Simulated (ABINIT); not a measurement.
An input for ABINIT 10.8.3 (InP (F-43m)):

```
acell 3*1.0 Angstrom
rprim 
  -0.000000000000 2.930500000000 2.930500000000
  2.930500000000 -0.000000000000 2.930500000000
  2.930500000000 2.930500000000 -0.000000000000
ntypat 2
znucl 49 15
natom 2
typat 1 2
xred 
  0.000000000000 0.000000000000 0.000000000000
  0.250000000000 0.250000000000 0.250000000000
pp_dirpath "pseudos"
pseudos "In.upf, P.upf"
ecut 31
nspinor 2
ngkpt 4 4 4
nshiftk 1
shiftk 0 0 0
kptopt 1
chksymbreak 0
istwfk *1
occopt 1
irdwfk 1
optdriver 3
nband 66
ecuteps 3.6
inclvkb 0
awtr 1
symchi 1
indata_prefix "in"
outdata_prefix "out"
tmpdata_prefix "tmp"
```

The database entry behind the starting cell differs from other determinations of this structure, so it need not match the best structure at room temperature.

```sh
OMP_NUM_THREADS=1 mpirun -n 4 abinit run.abi > log
```

**Question.** How long will it take on 4 MPI ranks of Arm Neoverse V2, shared host, and how much memory?

It took 21 s; on shared hardware allow 10 s to 42 s. Peak host memory was 0.81 GiB.

[Long decimals in the printed logs are rounded to 6 places.]

[Logs are printed without paths, hosts, clocks, repeated set-up lines and the standing remarks that a program may print on its own settings, such as how far it seeks lower states.]

[Paths, hosts, dates, memory and timing lines, banners, echoed tables and standing remarks are left out of the program output; an Ansatz launch command may be rebuilt from the run's recorded settings. Measured values are a selection of at most five: reports struck by readers or far from the other reports are left out. None is set beside runs whose start may be inverted or whose files or cutoffs have a known fault.]

[Runs of the session that timed out or met a known fault of the program may be left out.]

[Hosts, paths, dates, database ids (printed as entryN), source tags and the programs' standing remarks are cut or masked in the printed files.]

[G0W0 gaps are taken among the corrected bands and points alone; a level outside them can change the order at an edge.]

[Where Ansatz stands beside ABINIT at settings called matched, ABINIT's density can come from a denser mesh and the files from another edition; pairs whose starting gaps differed by over 0.03 eV were left out, so agreement reads better than it is.]
